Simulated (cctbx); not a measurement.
## Absolute structure of SrZnGeSe4

Space group Ama2 (no. 40), a = 10.4620 Å, b = 10.5020 Å, c = 6.4240 Å, α = 90.00°, β = 90.00°, γ = 90.00°.

```
atom  mult.       x       y       z  Ueq (Å²)
 Sr1      4     1/2       0  0.2552    0.0035
 Se1      4     3/4  0.9400  0.4979    0.0041
 Se2      4     3/4  0.5888  0.5425    0.0029
 Se3      8  0.5775  0.2706  0.4518    0.0032
 Ge1      4     3/4  0.7807  0.7408    0.0034
 Zn1      4     3/4  0.1672  0.6898    0.0039
```

This is a model crystal, built by substitution and not relaxed, with assumed displacement parameters.

Data sets are simulated with cctbx and refined with Bijvoet mates kept apart; Flack x is then fitted as the share of an inverted twin with the atoms fixed, Hooft y from the Bijvoet differences. The group is acentric but holds improper operations, so there is an absolute structure (orientation) and no hand.

Untwinned crystal. What Flack and Hooft values should come out?

```
  λ (Å)  extinction (unmodelled)  d min (Å)  top counts  error (%)     model      R1  Flack x   s.u.  Hooft y   s.u.  pairs
0.71073                      0.3       0.77       70000        1.5  as given  0.0085    0.003  0.006   -0.005  0.006    385
0.71073                      0.3       0.77       70000        1.5  inverted  0.0284    0.990  0.006    1.011  0.006    385
1.54184                        0       0.83       70000          6  as given  0.0144   -0.017  0.014   -0.036  0.025    315
```

With Mo Kα, x is within 3 s.u. of 0, so the absolute structure is right. With Cu Kα, x is within 3 s.u. of 0, so the absolute structure is right. Inverting the model turns x into about 1 − x.

A further crystal gives:

```
  λ (Å)  extinction (unmodelled)  d min (Å)  top counts  error (%)     model      R1  Flack x  s.u.  Hooft y   s.u.  pairs
0.71073                        0        0.7        5000          6  as given  0.0264     0.11  0.03    0.091  0.033    520
```

**Question.** What is it?

It was simulated as an inversion twin with a fraction 0.15 of the inverted domain. Flack x is over 3 s.u. from both 0 and 1 and reads that fraction.

[Logs are printed without paths, hosts, clocks, repeated set-up lines and the standing remarks that a program may print on its own settings, such as how far it seeks lower states.]
